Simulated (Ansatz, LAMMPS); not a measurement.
# Glassy 81B2O3-19MgO (mol %) (137 atoms) under strain, part 3 of 3

Aim: relax glassy 81B2O3-19MgO (mol %) (137 atoms), then change its volume and shape to read moduli from the stress.

Ansatz 0.2.0; Kohn-Sham DFT, PBEsol, PAW (set soft_2), plane waves.

The cell: 50 B, 6 Mg and 81 O. The quench rate of 20 K/ps far exceeds what a furnace or splat quench reaches. The network of bonds at the start is that of the classical potential that made the cell. Sampling is at Γ alone.

So far. Step 9 (Volume -10 %): The relaxation converged after 10 steps, 7.05 eV below its start, with a largest force component of 0.043 eV/Å. Step 9 (Volume -10 %): Volume -10 %: the energy stands 2.60 eV above that of the reference, at a pressure of 6.44 GPa.

### Step 10. Stretched by 1 % along x

The relaxed cell is strained along x alone, which gives the stiffness along x and its coupling to y and z.

File input.yaml:

```yaml
crystal:
  lattice:
    - [11.57586, -0.10353, 0.14117]
    - [-0.10457, 11.3421, 0.24868]
    - [0.14258, 0.24868, 10.99853]
  atoms:
    [... the 137 atom lines of step 4 ...]
kpoints:
  mp_grid: { grid: [1, 1, 1] }
hamiltonian:
  xc: pbesol
scf:
  occupations: { method: gaussian, width: 0.05 }
output:
  forces: true
  eigenvalues: true
  stress: true
relax:
  f_tol: 0.05
  max_steps: 70
```

Run with:

```console
$ ansatz run input.yaml --threads 4 --pin off --max-ram 8192MiB --backend cpu --events-out ev --progress --plain --runs-dir out
```

Numbers of over 12 decimals in the logs are rounded to 6 here.

Output:

```text
[...]
Crystal: 137 atoms, lattice volume = 1442.977 Å³
Basis set: ecut = 420 eV, 28175 PW (Γ), exchange–correlation on 160×160×150 points (8 copies of the dense FFT grid, shifted against one another)
Bands: 485, of which v1, the nominal top of the filled ones, is band 348 counted from 1 (347 counted from 0)
Symmetry: 1 space group operations
[...]
k-points: 1
[...]
SCF iter   1: F=—  HF=-64654.086013 eV  |F-HF|=—  |Δ(HF+E_count)|=         —  Δρ=1.21e-2  dr2=1.62e0  ethr=1.77e-3  ⟨swp⟩=6.0  Hψ=2148  notcnv=0  defer=93
[...]
SCF iter   6: F=—  HF=-64653.647171 eV  |F-HF|=—  |Δ(HF+E_count)|=   1.39e-4  Δρ=4.21e-5  dr2=2.45e-5  ethr=3.05e-8  ⟨swp⟩=2.0  Hψ=680  notcnv=0  defer=129
SCF iter   7: F=-64653.647189 eV  HF=-64653.647189 eV  |F-HF|=7.20e-7  |Δ(HF+E_count)|=   1.81e-5  Δρ=2.14e-5  dr2=5.69e-6  ethr=3.52e-9  ⟨swp⟩=16.0  Hψ=3028  notcnv=0
SCF 1 converged in 7 iterations: F = -64653.647189 eV  dr2 = 5.69e-6
[...]
relax step   1: F+E_penalty+E_count = -64653.64718876 eV  Δ(F+E_penalty+E_count) = +0.000e0 eV  max|allowed force component| = 3.712e-1 eV/Å  Δτ_max = 0.0000 Å  (7 SCF iters, dr2 threshold 6.25e-5 eV, accepted)
[...]
relax step   2: F+E_penalty+E_count = -64653.72306274 eV  Δ(F+E_penalty+E_count) = -7.587e-2 eV  max|allowed force component| = 1.807e-1 eV/Å  Δτ_max = 0.0302 Å  (6 SCF iters, dr2 threshold 8.61e-6 eV, accepted)
[...]
relax step   3: F+E_penalty+E_count = -64653.75210832 eV  Δ(F+E_penalty+E_count) = -2.905e-2 eV  max|allowed force component| = 9.120e-2 eV/Å  Δτ_max = 0.0265 Å  (8 SCF iters, accepted)
relax step   4: F+E_penalty+E_count = -64653.75185928 eV  Δ(F+E_penalty+E_count) = +2.490e-4 eV  max|allowed force component| = 1.890e-1 eV/Å  Δτ_max = 0.0455 Å  (9 SCF iters, rejected (line search))
[...]
relax step   5: F+E_penalty+E_count = -64653.76312364 eV  Δ(F+E_penalty+E_count) = -1.102e-2 eV  max|allowed force component| = 4.065e-2 eV/Å  Δτ_max = 0.0220 Å  (8 SCF iters, accepted)
SCF converged after 8 iterations
Free energy (F): -64653.763124 eV
[...]
Internal energy: -64653.763124 eV  (E = F + TS)
E sigma→0 (E₀):  -64653.763124 eV
Fermi energy:    5.313901 eV
[...]
Σ components = -64653.763124   (vs F -64653.763124, Δ=0.00e0)
--- Forces (eV/Å), atoms counted from 1 ---
  atom   1  B      0.01504469     0.01872414     0.01664883
  atom   2  B      0.00641150    -0.00494821     0.01086486
  atom   3  B     -0.00632072     0.00123016     0.00538708
  atom   4  B     -0.00395801     0.01667098    -0.00391969
[...]
atom 137  O      0.00761805     0.00279468     0.00262438
  max |Σ_I F_I| component: 1.38e-4 eV/Å
--- Stress (GPa, compression-positive) ---
       -1.177471      -0.127011      -0.056581
       -0.127008      -0.346047       0.012436
       -0.056573       0.012426      -0.385653
  P = ⅓ Tr σ = -0.6364 GPa (-6.364 kbar)
--- Band table (eV) ---
[...]
--- Relaxed structure (5 steps of the walk, 4 accepted, 0 SCFs on fresh bases) ---
  F+E_penalty+E_count = -64653.76312364 eV   max|allowed force component| = 4.065e-2 eV/Å
  atoms:
    - { symbol: B, position: [0.601195, 0.451615, 0.294597] }
    - { symbol: B, position: [0.465874, 0.990979, 0.524310] }
    - { symbol: B, position: [0.096218, 0.651079, 0.238993] }
    - { symbol: B, position: [0.192960, 0.483662, 0.657150] }
[...]
- { symbol: O, position: [0.421022, 0.608619, 0.927603] }
```

It took 57 s on 4 threads of Intel Xeon Platinum 8559C (Emerald Rapids), shared host; peak memory 2.2 GiB.

The relaxation converged after 5 steps, 0.116 eV below its start, with a largest force component of 0.041 eV/Å.

Stretched by 1 % along x: the energy stands 0.0466 eV above that of the reference, at a pressure of -0.636 GPa.

### Step 11. Compressed by 1 % along x

The relaxed cell is strained along x alone, which gives the stiffness along x and its coupling to y and z.

input.yaml, the sections that differ from step 10:

```yaml
crystal:
  lattice:
    - [11.34664, -0.10353, 0.14117]
    - [-0.10249, 11.3421, 0.24868]
    - [0.13976, 0.24868, 10.99853]
  atoms:
    [... the 137 atom lines of step 4 ...]
# kpoints, hamiltonian, scf, output, relax: as in step 10
```

Output:

```text
[...]
Crystal: 137 atoms, lattice volume = 1414.403 Å³
Basis set: ecut = 420 eV, 27611 PW (Γ), exchange–correlation on 160×160×150 points (8 copies of the dense FFT grid, shifted against one another)
Bands: 485, of which v1, the nominal top of the filled ones, is band 348 counted from 1 (347 counted from 0)
Symmetry: 1 space group operations
[...]
k-points: 1
[...]
SCF iter   1: F=—  HF=-64654.081574 eV  |F-HF|=—  |Δ(HF+E_count)|=         —  Δρ=1.22e-2  dr2=1.60e0  ethr=1.77e-3  ⟨swp⟩=6.0  Hψ=2127  notcnv=0  defer=93
[...]
SCF iter   7: F=-64653.641706 eV  HF=-64653.641707 eV  |F-HF|=1.32e-6  |Δ(HF+E_count)|=   1.75e-5  Δρ=2.24e-5  dr2=6.02e-6  ethr=3.43e-9  ⟨swp⟩=18.0  Hψ=2649  notcnv=0
SCF 1 converged in 7 iterations: F = -64653.641706 eV  dr2 = 6.02e-6
[...]
relax step   1: F+E_penalty+E_count = -64653.64170589 eV  Δ(F+E_penalty+E_count) = +0.000e0 eV  max|allowed force component| = 4.028e-1 eV/Å  Δτ_max = 0.0000 Å  (7 SCF iters, dr2 threshold 6.25e-5 eV, accepted)
[...]
relax step   2: F+E_penalty+E_count = -64653.71970393 eV  Δ(F+E_penalty+E_count) = -7.800e-2 eV  max|allowed force component| = 1.921e-1 eV/Å  Δτ_max = 0.0289 Å  (6 SCF iters, dr2 threshold 1.01e-5 eV, accepted)
[...]
relax step   3: F+E_penalty+E_count = -64653.74847667 eV  Δ(F+E_penalty+E_count) = -2.877e-2 eV  max|allowed force component| = 7.881e-2 eV/Å  Δτ_max = 0.0275 Å  (8 SCF iters, accepted)
relax step   4: F+E_penalty+E_count = -64653.53437854 eV  Δ(F+E_penalty+E_count) = +2.141e-1 eV  max|allowed force component| = 7.262e-1 eV/Å  Δτ_max = 0.1382 Å  (9 SCF iters, rejected (line search))
relax step   5: F+E_penalty+E_count = -64653.75779068 eV  Δ(F+E_penalty+E_count) = -9.314e-3 eV  max|allowed force component| = 5.122e-2 eV/Å  Δτ_max = 0.0269 Å  (9 SCF iters, accepted)
[...]
relax step   6: F+E_penalty+E_count = -64653.75875206 eV  Δ(F+E_penalty+E_count) = -9.614e-4 eV  max|allowed force component| = 3.709e-2 eV/Å  Δτ_max = 0.0115 Å  (7 SCF iters, accepted)
SCF converged after 7 iterations
Free energy (F): -64653.758752 eV
[...]
Internal energy: -64653.758752 eV  (E = F + TS)
E sigma→0 (E₀):  -64653.758752 eV
Fermi energy:    5.534719 eV
[...]
--- Forces (eV/Å), atoms counted from 1 ---
  atom   1  B      0.00477664    -0.00289970     0.01522688
  atom   2  B      0.00637700     0.02044746    -0.00535075
  atom   3  B      0.01951986    -0.01176721    -0.00026009
  atom   4  B     -0.00021934    -0.00371299     0.00283724
  atom   5  B     -0.00064608     0.00177775    -0.01739412
  atom   6  B     -0.00489742    -0.00377997     0.01741205
  atom   7  B      0.00649211     0.00017584    -0.00736903
  atom   8  B      0.00478833    -0.00478535    -0.00511367
  atom   9  B     -0.00475322    -0.01857224     0.00238898
  atom  10  B      0.00393310     0.02129386    -0.00111185
  atom  11  B     -0.01039366     0.00107323    -0.01918974
  atom  12  B      0.00088375    -0.00570197    -0.00022200
  atom  13  B      0.00617156     0.00940645    -0.01404623
  atom  14  B     -0.00077392    -0.00592388     0.01694724
[...]
atom 136  O      0.00333315     0.00126172     0.00514864
  atom 137  O      0.00268163    -0.00269504    -0.00558418
  max |Σ_I F_I| component: 9.76e-5 eV/Å
--- Stress (GPa, compression-positive) ---
        1.211493       0.129609      -0.000727
        0.129609       0.310671       0.007657
       -0.000716       0.007651       0.392089
  P = ⅓ Tr σ = 0.6381 GPa (6.381 kbar)
--- Band table (eV) ---
[...]
--- Relaxed structure (6 steps of the walk, 5 accepted, 0 SCFs on fresh bases) ---
  F+E_penalty+E_count = -64653.75875206 eV   max|allowed force component| = 3.709e-2 eV/Å
  atoms:
    - { symbol: B, position: [0.600587, 0.453429, 0.293229] }
    - { symbol: B, position: [0.464464, 0.993850, 0.523943] }
    - { symbol: B, position: [0.099066, 0.649279, 0.237807] }
    - { symbol: B, position: [0.193726, 0.484772, 0.657195] }
[...]
- { symbol: O, position: [0.426765, 0.610362, 0.928664] }
```

The job ended after 71 s (4 threads; peak memory 2.2 GiB; 4.4 min of CPU time).

The relaxation converged after 6 steps, 0.117 eV below its start, with a largest force component of 0.037 eV/Å.

Compressed by 1 % along x: the energy stands 0.0510 eV above that of the reference, at a pressure of 0.638 GPa.

### Step 12. Sheared by 2 % in xy

A shear of the relaxed cell gives the modulus that volume changes can't reach.

input.yaml, the sections that differ from step 11:

```yaml
crystal:
  lattice:
    - [11.46021, 0.01108, 0.14117]
    - [0.00989, 11.34106, 0.24868]
    - [0.14366, 0.25009, 10.99853]
  atoms:
    [... the 137 atom lines of step 4 ...]
# kpoints, hamiltonian, scf, output, relax: as in step 11
```

Output:

```text
[...]
Crystal: 137 atoms, lattice volume = 1428.546 Å³
Basis set: ecut = 420 eV, 27889 PW (Γ), exchange–correlation on 160×160×150 points (8 copies of the dense FFT grid, shifted against one another)
Bands: 485, of which v1, the nominal top of the filled ones, is band 348 counted from 1 (347 counted from 0)
Symmetry: 1 space group operations
[...]
k-points: 1
[...]
SCF iter   1: F=—  HF=-64654.037914 eV  |F-HF|=—  |Δ(HF+E_count)|=         —  Δρ=1.22e-2  dr2=1.61e0  ethr=1.77e-3  ⟨swp⟩=6.0  Hψ=2125  notcnv=0  defer=93
[...]
SCF iter   7: F=-64653.597264 eV  HF=-64653.597265 eV  |F-HF|=1.39e-6  |Δ(HF+E_count)|=   1.83e-5  Δρ=2.28e-5  dr2=6.26e-6  ethr=3.47e-9  ⟨swp⟩=17.0  Hψ=2809  notcnv=0
SCF 1 converged in 7 iterations: F = -64653.597264 eV  dr2 = 6.26e-6
[...]
relax step   1: F+E_penalty+E_count = -64653.59726394 eV  Δ(F+E_penalty+E_count) = +0.000e0 eV  max|allowed force component| = 5.569e-1 eV/Å  Δτ_max = 0.0000 Å  (7 SCF iters, dr2 threshold 6.25e-5 eV, accepted)
[...]
relax step   2: F+E_penalty+E_count = -64653.70948762 eV  Δ(F+E_penalty+E_count) = -1.122e-1 eV  max|allowed force component| = 2.578e-1 eV/Å  Δτ_max = 0.0261 Å  (5 SCF iters, dr2 threshold 1.94e-5 eV, accepted)
[...]
relax step   3: F+E_penalty+E_count = -64653.74768067 eV  Δ(F+E_penalty+E_count) = -3.819e-2 eV  max|allowed force component| = 8.240e-2 eV/Å  Δτ_max = 0.0205 Å  (6 SCF iters, dr2 threshold 4.15e-6 eV, accepted)
relax step   4: F+E_penalty+E_count = -64653.75264113 eV  Δ(F+E_penalty+E_count) = -4.960e-3 eV  max|allowed force component| = 2.705e-1 eV/Å  Δτ_max = 0.0352 Å  (8 SCF iters, accepted)
relax step   5: F+E_penalty+E_count = -64653.75936722 eV  Δ(F+E_penalty+E_count) = -6.726e-3 eV  max|allowed force component| = 6.505e-2 eV/Å  Δτ_max = 0.0131 Å  (5 SCF iters, dr2 threshold 7.47e-6 eV, accepted)
relax step   6: F+E_penalty+E_count = -64653.71845717 eV  Δ(F+E_penalty+E_count) = +4.091e-2 eV  max|allowed force component| = 2.418e-1 eV/Å  Δτ_max = 0.0914 Å  (9 SCF iters, rejected (line search))
[...]
relax step   7: F+E_penalty+E_count = -64653.76262595 eV  Δ(F+E_penalty+E_count) = -3.259e-3 eV  max|allowed force component| = 3.424e-2 eV/Å  Δτ_max = 0.0152 Å  (9 SCF iters, accepted)
SCF converged after 9 iterations
Free energy (F): -64653.762626 eV
[...]
Internal energy: -64653.762626 eV  (E = F + TS)
E sigma→0 (E₀):  -64653.762626 eV
Fermi energy:    5.419211 eV
[...]
--- Forces (eV/Å), atoms counted from 1 ---
  atom   1  B      0.01710922     0.00935077    -0.01338500
  atom   2  B     -0.00116971    -0.00275321     0.01296800
  atom   3  B      0.00804770     0.00168814    -0.00043004
  atom   4  B     -0.00560097     0.00741510    -0.00956834
  atom   5  B     -0.00424460    -0.00227751    -0.00103383
  atom   6  B      0.00428004     0.00231422     0.01293189
  atom   7  B     -0.00568186     0.00162026     0.00552748
  atom   8  B     -0.00674439    -0.00202521    -0.00743917
  atom   9  B     -0.00624501    -0.01103912    -0.00942662
  atom  10  B     -0.00092038    -0.00320566     0.00335253
  atom  11  B     -0.00495698     0.00313338    -0.01352427
  atom  12  B      0.00082349    -0.01166644     0.00473319
  atom  13  B      0.00718614     0.01567340    -0.00619198
  atom  14  B     -0.00194229    -0.02675317    -0.01076169
[...]
atom 136  O      0.01458425     0.00271495    -0.01105648
  atom 137  O     -0.00291688     0.00399727    -0.00542356
  max |Σ_I F_I| component: 1.11e-4 eV/Å
--- Stress (GPa, compression-positive) ---
       -0.221134      -0.612605      -0.024224
       -0.612602      -0.109663      -0.022506
       -0.024218      -0.022516       0.040917
  P = ⅓ Tr σ = -0.0966 GPa (-0.966 kbar)
--- Band table (eV) ---
[...]
--- Relaxed structure (7 steps of the walk, 6 accepted, 0 SCFs on fresh bases) ---
  F+E_penalty+E_count = -64653.76262595 eV   max|allowed force component| = 3.424e-2 eV/Å
  atoms:
    - { symbol: B, position: [0.599434, 0.451238, 0.296610] }
    - { symbol: B, position: [0.464311, 0.991865, 0.523364] }
    - { symbol: B, position: [0.096148, 0.651097, 0.239180] }
    - { symbol: B, position: [0.194330, 0.484210, 0.656283] }
[...]
- { symbol: O, position: [0.422669, 0.609666, 0.929023] }
```

Elapsed: 80 s, on 4 threads; peak memory 2.2 GiB.

The relaxation converged after 7 steps, 0.165 eV below its start, with a largest force component of 0.034 eV/Å.

Sheared by 2 % in xy: the energy stands 0.0471 eV above that of the reference, at a pressure of -0.0966 GPa.

### Step 13. Pressure against volume

Atoms are relaxed at each volume, in the scaled cell.

| volume change (%) | volume (Å³/atom) | energy change (meV/atom) | pressure (GPa) | largest move on relaxing (Å) | bonds | gap (eV) |
| --- | --- | --- | --- | --- | --- | --- |
| -10 | 9.386 | 18.97 | 6.44 | 0.41 | 194 | 4.47 |
| -6 | 9.803 | 6.27 | 3.46 | 0.27 | 193 | 4.53 |
| -3 | 10.116 | 1.47 | 1.65 | 0.14 | 193 | 4.57 |
| +0 | 10.428 | 0.00 | -0.01 | - | 193 | 4.59 |
| +3 | 10.741 | 1.30 | -1.39 | 0.14 | 192 | 4.59 |
| +6 | 11.054 | 5.09 | -2.51 | 0.30 | 191 | 4.58 |

### Step 14. Uniaxial strain and shear

Stress (GPa, compression positive) less that of the relaxed cell, atoms relaxed:

| strain | xx | yy | zz | xy | energy change (meV/atom) |
| --- | --- | --- | --- | --- | --- |
| stretched by 1 % along x | -1.168 | -0.335 | -0.366 | -0.130 | 0.34 |
| compressed by 1 % along x | 1.221 | 0.321 | 0.412 | 0.127 | 0.37 |
| sheared by 2 % in xy | -0.212 | -0.099 | 0.061 | -0.615 | 0.34 |

### Step 15. Findings

The bulk modulus, from the slope of pressure against ln V over the three points nearest the relaxed volume, is 50.7 GPa; a quadratic over all points gives a pressure derivative of about 4.4. The count of bonds runs from 191 to 194 over the series, so at some points contacts cross the cutoffs. The gap goes from 4.47 eV at the smallest volume to 4.58 eV at the largest, +0.7 eV per unit of ln V by a straight line, not monotonically (lowest 4.47, highest 4.59 eV), on the run's k-points. In the Cartesian axes of the cell, finite differences give C11 = 119, C12 = 32.8, C13 = 38.9 and C66 = 30.8 GPa (the shear of 2 % is the engineering strain, εxy = 0.01). The mean of C11, C12 and C13, which equals the bulk modulus in a cubic or isotropic solid, is 63.7 GPa: it lies 26 % over the bulk modulus from the volumes. For an isotropic solid C66 would equal (C11 − C12)/2 = 43.3 GPa; so small a sample needn't be isotropic, and C66 rests on one shear. With the bulk modulus and C66 as K and G, Young's modulus would be about 77 GPa and Poisson's ratio 0.25.

Caveats: Strains are finite and relaxations stop at the force tolerance of the input, which can leave moduli too stiff; they are those of a static cell at zero temperature. Volumes are changed with the cell's shape held, so in an anisotropic solid the modulus lies over the one under free hydrostatic load. The program notes that the SCF threshold of the relaxations is loose for the stress.

The DFT runs together took 22 min of wall time.

[Logs are printed without paths, hosts, clocks, repeated set-up lines and the standing remarks that a program may print on its own settings, such as how far it seeks lower states.]

[Hosts, paths, dates, database ids (printed as entryN), source tags and the programs' standing remarks are cut or masked in the printed files.]
